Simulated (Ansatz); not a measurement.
An input for Ansatz 0.2.0 (GaCuSe2 (I-42d)):

```yaml
crystal:
  lattice:
    - [-2.80955, 2.80955, 5.513]
    - [2.80955, -2.80955, 5.513]
    - [2.80955, 2.80955, -5.513]
  atoms:
    - { symbol: Ga, position: [0.5, 0.5, 0.0] }
    - { symbol: Ga, position: [0.25, 0.75, 0.5] }
    - { symbol: Cu, position: [0.0, 0.0, 0.0] }
    - { symbol: Cu, position: [0.75, 0.25, 0.5] }
    - { symbol: Se, position: [0.375, 0.37562, 0.50062] }
    - { symbol: Se, position: [0.62438, 0.125, 0.99938] }
    - { symbol: Se, position: [0.875, 0.87438, 0.49938] }
    - { symbol: Se, position: [0.12562, 0.625, 0.00062] }
kpoints:
  mp_grid: { grid: [4, 4, 4] }
  band_path:
    path:
      - [0.0, 0.0, 0.0]
      - [0.0, 0.0, 0.5]
      - [0.25, 0.25, 0.25]
      - [0.0, 0.5, 0.0]
      - [0.5, 0.5, -0.5]
      - [0.31492883, 0.68507117, -0.31492883]
      - [-0.31492883, 0.31492883, 0.31492883]
      - [-0.12985765, 0.12985765, 0.5]
    npoints: 1
hamiltonian:
  xc: pbe0
  pseudopotentials: { kind: paw, azcp: { folder: soft_1 } }
scf:
  occupations: { method: fixed }
  n_extra_bands: 6
output:
  eigenvalues: true
```

```sh
ansatz run input.yaml --threads 3 --pin off --max-ram 92160MiB --backend cuda --events-out ev --progress --plain --runs-dir out --devices 1 --max-vram 13GiB
```

Q: How long will it take on 1 × NVIDIA H100 80GB HBM3 (shared by 6 runs) with 3 threads of AMD EPYC 7R13 (Zen 3), shared host, and how much memory?

It took 80 s; on shared hardware allow 40 s to 2.7 min. Peak host memory was 1.9 GiB. The sizes that set the cost: 3451 plane waves a state, 13 irreducible k points and 22 SCF cycles.

Exact exchange couples every pair of k points and filled bands, so it costs far more than a semilocal run.

[Paths, hosts, dates, memory and timing lines, banners, echoed tables and standing remarks are left out of the program output.]

[Logs are printed without paths, hosts, clocks, repeated set-up lines and the standing remarks that a program may print on its own settings, such as how far it seeks lower states.]

[Runs of the session that timed out or met a known fault of the program may be left out.]

[Cells called generated may have been cut or substituted from an entry of the Crystallography Open Database or the Materials Project.]

[Hosts, paths, dates, database ids (printed as entryN), source tags and the programs' standing remarks are cut or masked in the printed files.]
